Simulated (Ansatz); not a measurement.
# Structural relaxation of graphene zigzag nanoribbon, H-capped, B on C sites (70 atoms)

How does graphene zigzag nanoribbon, H-capped, B on C sites (70 atoms) relax, and what do bonds, charges and levels look like afterwards?

Calculated with Ansatz 0.2.0; Kohn-Sham DFT, RPBE+D3(BJ), PAW (set soft_2), plane waves.

## (1) Starting point

The cell holds 70 atoms: 53 C, 7 B and 10 H. Its edges and angles: a = 12.300 Å, b = 23.542 Å, c = 10.000 Å, α = 90.0°, β = 90.0°, γ = 90.0°. It derives from C (graphene). Graphene (a = 2.46 Å), rectangular cell with x along the zigzag direction; strip nominally 15 Å wide, 5 periods, edges capped with H, 10 Å of vacuum, 7 of 60 C replaced by B at random; not relaxed, displaced by a Gaussian of 0.02 Å. Regions: sheet, 60 atoms (53 C and 7 B); hydrogen, 10 atoms (10 H). Vacuum lies along b and c. The structure repeats along a.

Limits known from the start: The main run has no spin polarisation, so any moments at edges, vacancies or dangling bonds can't form in it. The electron count is odd and the run has no spin polarisation, so levels at the top are partly filled by construction. The Brillouin zone is sampled at Γ only, in a cell whose periodic width is 12 Å.

## (2) Single point at the start

The forces at the start show how far the geometry lies from a minimum of this functional.

File input.yaml:

```yaml
crystal:
  lattice:
    - [12.3, 0.0, 0.0]
    - [0.0, 23.54225, 0.0]
    - [0.0, 0.0, 10.0]
  atoms:
    - { symbol: C, position: [0.99878, 0.28974, 0.50244] }
    - { symbol: C, position: [0.09845, 0.25999, 0.49822] }
    - { symbol: C, position: [0.10162, 0.3784, 0.49811] }
    - { symbol: C, position: [0.99938, 0.34928, 0.50248] }
    - { symbol: C, position: [0.99938, 0.47148, 0.49707] }
    - { symbol: C, position: [0.10288, 0.44084, 0.50503] }
    - { symbol: C, position: [0.09965, 0.55839, 0.49859] }
    - { symbol: B, position: [0.99769, 0.53162, 0.49814] }
    - { symbol: C, position: [0.99981, 0.65094, 0.49859] }
    - { symbol: C, position: [0.10053, 0.61972, 0.49575] }
    - { symbol: C, position: [0.10146, 0.73951, 0.5015] }
    - { symbol: C, position: [0.99827, 0.71167, 0.49785] }
    - { symbol: B, position: [0.19761, 0.2882, 0.49946] }
    - { symbol: C, position: [0.30048, 0.25779, 0.50219] }
    - { symbol: C, position: [0.30219, 0.37964, 0.50067] }
    - { symbol: C, position: [0.20003, 0.3503, 0.49896] }
    - { symbol: C, position: [0.19909, 0.4708, 0.50141] }
    - { symbol: C, position: [0.29968, 0.43924, 0.49956] }
    - { symbol: C, position: [0.30031, 0.55997, 0.50159] }
    - { symbol: C, position: [0.19761, 0.53022, 0.49982] }
    - { symbol: C, position: [0.19798, 0.65253, 0.50192] }
    - { symbol: C, position: [0.29989, 0.62234, 0.49826] }
    - { symbol: C, position: [0.29967, 0.74265, 0.50098] }
    - { symbol: C, position: [0.199, 0.71269, 0.50119] }
    - { symbol: B, position: [0.4, 0.28878, 0.50256] }
    - { symbol: B, position: [0.49777, 0.25814, 0.50127] }
    - { symbol: C, position: [0.50287, 0.3796, 0.50001] }
    - { symbol: C, position: [0.40136, 0.34968, 0.50002] }
    - { symbol: C, position: [0.40073, 0.46978, 0.50238] }
    - { symbol: C, position: [0.50108, 0.43972, 0.497] }
    - { symbol: C, position: [0.504, 0.56041, 0.49729] }
    - { symbol: C, position: [0.39878, 0.52929, 0.49828] }
    - { symbol: C, position: [0.40078, 0.65014, 0.50472] }
    - { symbol: C, position: [0.49869, 0.61916, 0.49883] }
    - { symbol: C, position: [0.50213, 0.7409, 0.50056] }
    - { symbol: C, position: [0.40076, 0.71101, 0.49968] }
    - { symbol: C, position: [0.6003, 0.28863, 0.50385] }
    - { symbol: C, position: [0.70213, 0.2572, 0.50038] }
    - { symbol: B, position: [0.6986, 0.37943, 0.49877] }
    - { symbol: C, position: [0.5999, 0.34877, 0.5021] }
    - { symbol: C, position: [0.60104, 0.47055, 0.49427] }
    - { symbol: C, position: [0.69962, 0.43876, 0.50169] }
    - { symbol: C, position: [0.69941, 0.56235, 0.50099] }
    - { symbol: C, position: [0.59901, 0.53038, 0.49906] }
    - { symbol: C, position: [0.60246, 0.65106, 0.5011] }
    - { symbol: B, position: [0.70021, 0.6181, 0.4992] }
    - { symbol: C, position: [0.69956, 0.74123, 0.49835] }
    - { symbol: C, position: [0.59934, 0.7103, 0.49899] }
    - { symbol: C, position: [0.79793, 0.28758, 0.50184] }
    - { symbol: C, position: [0.90242, 0.25962, 0.50144] }
    - { symbol: C, position: [0.90233, 0.37929, 0.49818] }
    - { symbol: C, position: [0.80027, 0.35007, 0.50136] }
    - { symbol: C, position: [0.79949, 0.47093, 0.49542] }
    - { symbol: C, position: [0.90271, 0.43803, 0.49892] }
    - { symbol: C, position: [0.89984, 0.55973, 0.50085] }
    - { symbol: C, position: [0.79976, 0.53083, 0.50425] }
    - { symbol: C, position: [0.7988, 0.64913, 0.49971] }
    - { symbol: C, position: [0.90068, 0.61993, 0.49969] }
    - { symbol: B, position: [0.89869, 0.74229, 0.49766] }
    - { symbol: C, position: [0.80108, 0.71109, 0.50171] }
    - { symbol: H, position: [0.09752, 0.21363, 0.50288] }
    - { symbol: H, position: [0.10058, 0.78817, 0.49878] }
    - { symbol: H, position: [0.29942, 0.21227, 0.5009] }
    - { symbol: H, position: [0.30083, 0.78758, 0.49601] }
    - { symbol: H, position: [0.50202, 0.21246, 0.49985] }
    - { symbol: H, position: [0.49792, 0.78789, 0.4972] }
    - { symbol: H, position: [0.69751, 0.21151, 0.49994] }
    - { symbol: H, position: [0.69977, 0.78602, 0.49992] }
    - { symbol: H, position: [0.89979, 0.21196, 0.50095] }
    - { symbol: H, position: [0.89963, 0.78626, 0.50369] }
kpoints:
  mp_grid: { grid: [1, 1, 1] }
hamiltonian:
  xc: rpbe
  dispersion: d3bj
scf:
  occupations: { method: gaussian, width: 0.05 }
output:
  forces: true
  populations: true
  dos:
    method: { smearing: { sigma: 0.15 } }
    de: 0.1
    projected:
      site_lists:
        B: [B]
        C: [C]
        H: [H]
        sheet: [0, 1, 2, 3, 4, 5, 6, 7, 8, 9, 10, 11, 12, 13, 14, 15, 16, 17, 18, 19, 20, 21, 22, 23, 24, 25, 26, 27, 28, 29, 30, 31, 32, 33, 34, 35, 36, 37, 38, 39, 40, 41, 42, 43, 44, 45, 46, 47, 48, 49, 50, 51, 52, 53, 54, 55, 56, 57, 58, 59]
        hydrogen: [60, 61, 62, 63, 64, 65, 66, 67, 68, 69]
  eigenvalues: true
```

Run with:

```sh
> ansatz run input.yaml --threads 4 --pin off --max-ram 8192MiB --backend cpu --events-out ev --progress --plain --runs-dir out
```

Numbers of over 12 decimals in the logs are rounded to 6 here.

Output:

```text
Engine: ansatz 0.2.0, aarch64-unknown-linux-gnu
Pseudopotentials: kind: paw
Pseudopotential: C, paw, valence charge 4, recommended cutoff 420 eV (normal), C.paw.azcp
Pseudopotential: B, paw, valence charge 3, recommended cutoff 420 eV (normal), B.paw.azcp
Pseudopotential: H, paw, valence charge 1, recommended cutoff 420 eV (normal), H.paw.azcp
[... 5 lines on functional and potentials left out ...]
Crystal: 70 atoms, lattice volume = 2895.697 Å³
Basis set: ecut = 420 eV, 56651 PW (Γ), exchange–correlation on 180×320×144 points (8 copies of the dense FFT grid, shifted against one another)
Bands: 192, of which v1, the nominal top of the filled ones, is band 122 counted from 1 (121 counted from 0)
Symmetry: 1 space group operations
Space group: P1 (ITA 1), of the structure as read, at distance tolerance 1.4e-4 Å
k-points: 1
[... 9 lines on functional and potentials left out ...]
Initial density: superposition of atomic densities (neutral atoms: chi_scale 0, normalization atom), corrected by the library's trained network
Initial wavefunctions: pseudopotential atomic-orbital guess
Functional: x = rpbe, c = pbe(β = 0.066725)
SCF iter   1: F=—  HF=-14634.559552 eV  |F-HF|=—  |Δ(HF+E_count)|=         —  Δρ=6.76e-3  dr2=3.58e0  ethr=1.77e-3  ⟨swp⟩=7.0  Hψ=979  notcnv=0  defer=57
preconditioner: auto → LDOS  [insulator: Δε(μ)=0.541 eV  Ē_g=13.619 eV  σ=0.050 eV  W_gap=0.50  n_scr=290 (ndim 8)  ℏωp=10.8 eV  f_vac=0.734  D(μ)=22.58/eV (n_scr^D=78)  ε∞_Penn≈1.6  β→1.0]
SCF iter   2: F=—  HF=-14634.448276 eV  |F-HF|=—  |Δ(HF+E_count)|=   1.11e-1  Δρ=7.43e-3  dr2=2.92e0  ethr=1.47e-3  ⟨swp⟩=2.0  Hψ=286  notcnv=0  defer=66
SCF iter   3: F=—  HF=-14634.415886 eV  |F-HF|=—  |Δ(HF+E_count)|=   3.24e-2  Δρ=5.93e-3  dr2=3.86e0  ethr=1.20e-3  ⟨swp⟩=2.0  Hψ=193  notcnv=0  defer=66
SCF iter   4: F=—  HF=-14634.014979 eV  |F-HF|=—  |Δ(HF+E_count)|=   4.01e-1  Δρ=2.97e-3  dr2=5.37e-1  ethr=1.20e-3  ⟨swp⟩=2.0  Hψ=225  notcnv=0  defer=65
SCF iter   5: F=—  HF=-14633.991544 eV  |F-HF|=—  |Δ(HF+E_count)|=   2.34e-2  Δρ=1.29e-3  dr2=6.42e-2  ethr=2.21e-4  ⟨swp⟩=2.0  Hψ=128  notcnv=0  defer=65
SCF iter   6: F=—  HF=-14633.993778 eV  |F-HF|=—  |Δ(HF+E_count)|=   2.23e-3  Δρ=1.43e-3  dr2=1.16e-1  ethr=2.64e-5  ⟨swp⟩=2.0  Hψ=209  notcnv=0  defer=65
SCF iter   7: F=—  HF=-14633.991814 eV  |F-HF|=—  |Δ(HF+E_count)|=   1.96e-3  Δρ=7.10e-4  dr2=2.17e-2  ethr=2.64e-5  ⟨swp⟩=1.0  Hψ=127  notcnv=0  defer=65
SCF iter   8: F=—  HF=-14633.991564 eV  |F-HF|=—  |Δ(HF+E_count)|=   2.49e-4  Δρ=5.13e-4  dr2=1.14e-2  ethr=8.92e-6  ⟨swp⟩=2.0  Hψ=137  notcnv=0  defer=65
SCF iter   9: F=—  HF=-14633.991405 eV  |F-HF|=—  |Δ(HF+E_count)|=   1.60e-4  Δρ=3.81e-4  dr2=8.31e-3  ethr=4.68e-6  ⟨swp⟩=2.0  Hψ=156  notcnv=0  defer=65
SCF iter  10: F=—  HF=-14633.991294 eV  |F-HF|=—  |Δ(HF+E_count)|=   1.11e-4  Δρ=3.01e-4  dr2=4.87e-3  ethr=3.42e-6  ⟨swp⟩=2.0  Hψ=136  notcnv=0  defer=65
[...]
SCF iter  22: F=—  HF=-14633.992544 eV  |F-HF|=—  |Δ(HF+E_count)|=   2.97e-6  Δρ=1.10e-5  dr2=6.71e-6  ethr=5.35e-9  ⟨swp⟩=2.0  Hψ=133  notcnv=0  defer=65
SCF iter  23: F=—  HF=-14633.992547 eV  |F-HF|=—  |Δ(HF+E_count)|=   2.89e-6  Δρ=8.21e-6  dr2=4.03e-6  ethr=2.76e-9  ⟨swp⟩=2.0  Hψ=146  notcnv=0  defer=65
SCF iter  24: F=—  HF=-14633.992548 eV  |F-HF|=—  |Δ(HF+E_count)|=   1.33e-6  Δρ=6.92e-6  dr2=2.92e-6  ethr=1.66e-9  ⟨swp⟩=3.0  Hψ=228  notcnv=0  defer=65
SCF iter  25: F=—  HF=-14633.992549 eV  |F-HF|=—  |Δ(HF+E_count)|=   6.84e-7  Δρ=5.76e-6  dr2=1.98e-6  ethr=1.20e-9  ⟨swp⟩=3.0  Hψ=244  notcnv=0  defer=65
SCF iter  26: F=—  HF=-14633.992549 eV  |F-HF|=—  |Δ(HF+E_count)|=   2.89e-7  Δρ=4.38e-6  dr2=1.07e-6  ethr=8.17e-10  ⟨swp⟩=2.0  Hψ=183  notcnv=0  defer=65
SCF iter  27: F=—  HF=-14633.992549 eV  |F-HF|=—  |Δ(HF+E_count)|=   6.95e-8  Δρ=3.56e-6  dr2=6.03e-7  ethr=4.39e-10  ⟨swp⟩=3.0  Hψ=225  notcnv=0  defer=65
SCF iter  28: F=—  HF=-14633.992549 eV  |F-HF|=—  |Δ(HF+E_count)|=   3.05e-7  Δρ=2.88e-6  dr2=3.78e-7  ethr=2.48e-10  ⟨swp⟩=2.0  Hψ=132  notcnv=0  defer=65
SCF iter  29: F=—  HF=-14633.992550 eV  |F-HF|=—  |Δ(HF+E_count)|=   2.91e-7  Δρ=2.21e-6  dr2=2.12e-7  ethr=1.56e-10  ⟨swp⟩=2.0  Hψ=156  notcnv=0  defer=65
SCF iter  30: F=—  HF=-14633.992550 eV  |F-HF|=—  |Δ(HF+E_count)|=   1.80e-7  Δρ=1.64e-6  dr2=1.15e-7  ethr=8.71e-11  ⟨swp⟩=2.0  Hψ=173  notcnv=0  defer=65
SCF iter  31: F=-14633.992550 eV  HF=-14633.992550 eV  |F-HF|=2.03e-7  |Δ(HF+E_count)|=   2.31e-7  Δρ=1.07e-6  dr2=4.87e-8  ethr=4.12e-11  ⟨swp⟩=31.0  Hψ=2046  notcnv=0
SCF 1 converged in 31 iterations: F = -14633.992550 eV  dr2 = 4.87e-8
  greatest PAW one-centre occupation: 0.709 electrons in one spin orbital (limit 2), on the C atom at site 13 (counted from 0), in its partial waves of l = 0
SCF converged after 31 iterations
Free energy (F): -14633.992550 eV
Harris-Foulkes:  -14633.992550 eV  (|F-HF|=2.03e-7)
Internal energy: -14633.949533 eV  (E = F + TS)
E sigma→0 (E₀):  -14633.971041 eV
Entropy (-TS):   -0.043018 eV (-0.615 meV/atom)
Fermi energy:    -3.088547 eV
--- Per-component energies (eV) ---
  E_band       = -2546.021532
  E_kinetic    = 5346.612828
  E_local      = -71661.883246  (includes V_loc(G=0)·N_el)
  E_nonlocal   = 1543.325727
  E_hartree    = 33071.536525
  E_xc         = -2881.832559
  E_vxc        = -3551.473508  (∫ρ·V_xc dr)
  E_paw        = -5891.948822  (= ΣΔE_a)
  E_vpaw       = -365.671176  (= ΣTr[D̂ρ^β])
  E_aug_tail   = -0.013888  (compensation charges beyond the density's cutoff)
  E_ewald      = 25862.824563
  E_disp       = -21.711473  (pairwise vdW)
  E_core_change = -0.859188  (= ΣΔE_core)
  E_smearing   = -0.043018  (= −TS)
  E_closure    = -0.000000  (closes the sum)
  Σ components = -14633.992550   (vs F -14633.992550, Δ=0.00e0)
--- Forces (eV/Å), atoms counted from 1 ---
  atom   1  C      0.75066391    -1.66535643    -0.07702084
  atom   2  C     -3.55748122    -2.49927655     0.30198618
  atom   3  C     -0.45656800     2.48368891     0.74267846
  atom   4  C      1.18914323     0.95354792    -0.42127753
  atom   5  C      0.51983525    -6.12499425     0.57980151
  atom   6  C     -2.85323430    -1.37181037    -0.91174995
  atom   7  C      3.12555643     4.51978540    -0.22548159
  atom   8  B      0.95014391    -1.62442717    -0.13020282
  atom   9  C      0.79560963    -0.48339457    -0.22541558
  atom  10  C      0.05569342     0.83189362     0.58945746
  atom  11  C     -3.13011919     2.70124729    -0.35424326
  atom  12  C      4.90851961    -1.40119496     0.08444827
  atom  13  B      2.37808405     0.85554029    -0.34934669
  atom  14  C     -0.48693304    -2.37771204     0.24150473
[...]
atom  69  H      0.38833006     0.89868110    -0.00744951
  atom  70  H      0.01603420     5.77258161     0.14664213
  max |Σ_I F_I| component: 1.04e-4 eV/Å
--- Band table (eV) ---
  k-point 0: bands = ["-21.2756", "-20.7809", "-20.4885", "-20.2949", [... 176 levels ...], "4.1948", "4.3592", "4.3670", "4.4509", "4.4760", "4.5081", "4.5143", "4.5345", "4.5884", "4.7002", "4.7777", "4.8283"]
--- Löwdin populations: 70 sites ---
  site symbol       q [e]
     0      C      3.9323
     1      C      4.1517
     2      C      3.9392
[...]
69      H      0.9384
  spilling = 0.011896 (of n_electrons = 243.000000)
```

The job ended after 46 s (4 threads of Arm Neoverse V2, shared host; peak memory 2.2 GiB).

In the SCF lines HF is the Harris–Foulkes energy and dr2 the Hartree energy of the density residual, in eV; the loop may stop once dr2 is under the threshold and the program's other checks hold. Hψ counts applications of the Hamiltonian.

Read from the output:

| Quantity | Value |
| --- | --- |
| free energy | -14633.9926 eV |
| free energy per atom | -209.0570 eV/atom |
| SCF cycles | 31 |
| r.m.s. force component | 2.009 eV/Å |
| longest force | 10.73 eV/Å |
| Fermi energy | -3.089 eV |
| levels partly filled by over 2 per cent | 2 |
| spilling of the projection | 0.0119 |

The r.m.s. force component of 2.0 eV/Å sets the starting point.

Length of the force by element:

| element | coordination | atoms | mean length of the force (eV/Å) | spread | least | most |
| --- | --- | --- | --- | --- | --- | --- |
| B | all | 7 | 3.88 | 2.29 | 1.32 | 6.65 |
| C | all | 53 | 2.99 | 1.81 | 0.939 | 10.7 |
| H | all | 10 | 1.72 | 1.68 | 0.450 | 5.77 |

## (3) Relaxation

The atoms are relaxed in the fixed cell, aiming at the force tolerance of the input.

input.yaml, the sections that differ from step 2:

```yaml
output:
  forces: true
relax:
  f_tol: 0.05
  max_steps: 200
# crystal, kpoints, hamiltonian, scf: as in step 2
```

Output:

```text
[...]
Crystal: 70 atoms, lattice volume = 2895.697 Å³
Basis set: ecut = 420 eV, 56651 PW (Γ), exchange–correlation on 180×320×144 points (8 copies of the dense FFT grid, shifted against one another)
Bands: 192, of which v1, the nominal top of the filled ones, is band 122 counted from 1 (121 counted from 0)
Symmetry: 1 space group operations
[...]
k-points: 1
[...]
SCF iter   1: F=—  HF=-14634.559552 eV  |F-HF|=—  |Δ(HF+E_count)|=         —  Δρ=6.76e-3  dr2=3.58e0  ethr=1.77e-3  ⟨swp⟩=7.0  Hψ=979  notcnv=0  defer=57
[...]
SCF iter  17: F=-14633.992514 eV  HF=-14633.992523 eV  |F-HF|=9.05e-6  |Δ(HF+E_count)|=   1.26e-5  Δρ=3.18e-5  dr2=5.53e-5  ethr=2.57e-8  ⟨swp⟩=3.0  Hψ=431  notcnv=0
SCF 1 converged in 17 iterations: F = -14633.992514 eV  dr2 = 5.53e-5
[...]
relax step   1: F+E_penalty+E_count = -14633.99251398 eV  Δ(F+E_penalty+E_count) = +0.000e0 eV  max|allowed force component| = 1.073e1 eV/Å  Δτ_max = 0.0000 Å  (17 SCF iters, dr2 threshold 6.25e-5 eV, accepted)
[...]
relax step   2: F+E_penalty+E_count = -14639.71706750 eV  Δ(F+E_penalty+E_count) = -5.725e0 eV  max|allowed force component| = 3.685e0 eV/Å  Δτ_max = 0.1947 Å  (23 SCF iters, dr2 threshold 1.00e-4 eV, accepted)
[...]
relax step   3: F+E_penalty+E_count = -14641.58185498 eV  Δ(F+E_penalty+E_count) = -1.865e0 eV  max|allowed force component| = 7.753e-1 eV/Å  Δτ_max = 0.1947 Å  (16 SCF iters, dr2 threshold 1.00e-4 eV, accepted)
relax step   4: F+E_penalty+E_count = -14641.96024915 eV  Δ(F+E_penalty+E_count) = -3.784e-1 eV  max|allowed force component| = 4.751e-1 eV/Å  Δτ_max = 0.1949 Å  (16 SCF iters, dr2 threshold 3.76e-5 eV, accepted)
relax step   5: F+E_penalty+E_count = -14642.08523986 eV  Δ(F+E_penalty+E_count) = -1.250e-1 eV  max|allowed force component| = 3.241e-1 eV/Å  Δτ_max = 0.1951 Å  (14 SCF iters, dr2 threshold 1.41e-5 eV, accepted)
relax step   6: F+E_penalty+E_count = -14642.13850706 eV  Δ(F+E_penalty+E_count) = -5.327e-2 eV  max|allowed force component| = 2.278e-1 eV/Å  Δτ_max = 0.1947 Å  (10 SCF iters, dr2 threshold 3.95e-5 eV, accepted)
relax step   7: F+E_penalty+E_count = -14642.16667067 eV  Δ(F+E_penalty+E_count) = -2.816e-2 eV  max|allowed force component| = 2.338e-1 eV/Å  Δτ_max = 0.1953 Å  (12 SCF iters, dr2 threshold 2.42e-5 eV, accepted)
relax step   8: F+E_penalty+E_count = -14642.18703503 eV  Δ(F+E_penalty+E_count) = -2.036e-2 eV  max|allowed force component| = 1.612e-1 eV/Å  Δτ_max = 0.1616 Å  (12 SCF iters, dr2 threshold 2.70e-5 eV, accepted)
relax step   9: F+E_penalty+E_count = -14642.20598603 eV  Δ(F+E_penalty+E_count) = -1.895e-2 eV  max|allowed force component| = 1.845e-1 eV/Å  Δτ_max = 0.1234 Å  (14 SCF iters, dr2 threshold 1.23e-5 eV, accepted)
relax step  10: F+E_penalty+E_count = -14642.22492968 eV  Δ(F+E_penalty+E_count) = -1.894e-2 eV  max|allowed force component| = 3.647e-1 eV/Å  Δτ_max = 0.1952 Å  (16 SCF iters, dr2 threshold 1.62e-5 eV, accepted)
relax step  11: F+E_penalty+E_count = -14642.23449206 eV  Δ(F+E_penalty+E_count) = -9.562e-3 eV  max|allowed force component| = 3.227e-1 eV/Å  Δτ_max = 0.0556 Å  (9 SCF iters, dr2 threshold 1.00e-4 eV, accepted)
relax step  12: F+E_penalty+E_count = -14642.18654584 eV  Δ(F+E_penalty+E_count) = +4.795e-2 eV  max|allowed force component| = 7.965e-1 eV/Å  Δτ_max = 0.1598 Å  (11 SCF iters, dr2 threshold 8.15e-5 eV, rejected (line search))
relax step  13: F+E_penalty+E_count = -14642.24406013 eV  Δ(F+E_penalty+E_count) = -9.568e-3 eV  max|allowed force component| = 8.224e-2 eV/Å  Δτ_max = 0.0398 Å  (21 SCF iters, accepted)
relax step  14: F+E_penalty+E_count = -14642.24553568 eV  Δ(F+E_penalty+E_count) = -1.476e-3 eV  max|allowed force component| = 5.585e-2 eV/Å  Δτ_max = 0.0451 Å  (19 SCF iters, accepted)
[...]
relax step  15: F+E_penalty+E_count = -14642.24638347 eV  Δ(F+E_penalty+E_count) = -8.478e-4 eV  max|allowed force component| = 3.348e-2 eV/Å  Δτ_max = 0.0209 Å  (14 SCF iters, accepted)
SCF converged after 14 iterations
Free energy (F): -14642.246383 eV
[...]
Internal energy: -14642.218174 eV  (E = F + TS)
E sigma→0 (E₀):  -14642.232279 eV
Entropy (-TS):   -0.028209 eV (-0.403 meV/atom)
Fermi energy:    -2.556214 eV
[...]
--- Forces (eV/Å), atoms counted from 1 ---
  atom   1  C     -0.00048201     0.00952661    -0.00302723
  atom   2  C      0.01167190    -0.00714171     0.01058872
  atom   3  C     -0.00085381     0.00336831    -0.00167229
  atom   4  C      0.00203675    -0.00247132     0.00436286
  atom   5  C      0.00194078     0.00207091    -0.00014728
  atom   6  C     -0.00183221    -0.00211474     0.00041209
  atom   7  C     -0.00336550     0.00215196    -0.00020893
  atom   8  B      0.00227690    -0.00060310    -0.00027113
  atom   9  C     -0.00218421    -0.00060792     0.00004095
  atom  10  C     -0.00016504    -0.00066545    -0.00192820
  atom  11  C      0.00118249     0.00241758    -0.00093037
  atom  12  C      0.00169980     0.00044614     0.01391770
  atom  13  B     -0.00300840     0.00072197    -0.00208846
  atom  14  C      0.02843479    -0.03217786    -0.00966681
[...]
atom  69  H     -0.00095602     0.00167452     0.00226069
  atom  70  H     -0.00080758    -0.00230305     0.00622525
  max |Σ_I F_I| component: 8.26e-5 eV/Å
--- Relaxed structure (15 steps of the walk, 14 accepted, 0 SCFs on fresh bases) ---
  F+E_penalty+E_count = -14642.24638347 eV   max|allowed force component| = 3.348e-2 eV/Å
  atoms:
    - { symbol: C, position: [0.998982, 0.284066, 0.509951] }
    - { symbol: C, position: [0.093705, 0.252377, 0.533779] }
    - { symbol: C, position: [0.102063, 0.376450, 0.513169] }
    - { symbol: C, position: [1.001719, 0.345864, 0.505543] }
[...]
- { symbol: H, position: [0.907231, 0.803194, 0.498019] }
```

The job ended after 5.1 min (4 threads; peak memory 2.2 GiB; 17 min of CPU time).

The steps of the relaxation:

| step | energy less that of the first step (eV) | largest force component (eV/Å) |
| --- | --- | --- |
| 1 | 0.0000 | 10.7265 |
| 2 | -5.7246 | 3.6849 |
| 3 | -7.5893 | 0.7753 |
| 4 | -7.9677 | 0.4751 |
| 5 | -8.0927 | 0.3241 |
| 6 | -8.1460 | 0.2278 |
| 7 | -8.1742 | 0.2338 |
| 8 | -8.1945 | 0.1612 |
| 9 | -8.2135 | 0.1845 |
| 10 | -8.2324 | 0.3647 |
| 11 | -8.2420 | 0.3227 |
| 12 | -8.1940 | 0.7965 |
| 13 | -8.2515 | 0.0822 |
| 14 | -8.2530 | 0.0558 |
| 15 | -8.2539 | 0.0335 |

Relaxation step 12 was tried and not accepted.

The atoms that moved most (Å):

| atom | dx | dy | dz | length |
| --- | --- | --- | --- | --- |
| H63 | 0.063 | -0.109 | 1.288 | 1.294 |
| H65 | -0.068 | -0.296 | -1.012 | 1.057 |
| C14 | 0.051 | -0.161 | 0.888 | 0.904 |
| B26 | -0.033 | -0.271 | -0.549 | 0.613 |
| H67 | 0.044 | -0.038 | -0.547 | 0.551 |
| B13 | 0.057 | -0.149 | 0.493 | 0.518 |
| C37 | -0.021 | -0.131 | -0.431 | 0.451 |
| H61 | -0.169 | -0.174 | 0.366 | 0.439 |

The relaxation changed the energy by -118 meV/atom, and atoms moved by 0.31 Å r.m.s., 1.3 Å at most.

(Continued in part 2 of 2.)

[Logs are printed without paths, hosts, clocks, repeated set-up lines and the standing remarks that a program may print on its own settings, such as how far it seeks lower states.]

[Hosts, paths, dates, database ids (printed as entryN), source tags and the programs' standing remarks are cut or masked in the printed files.]
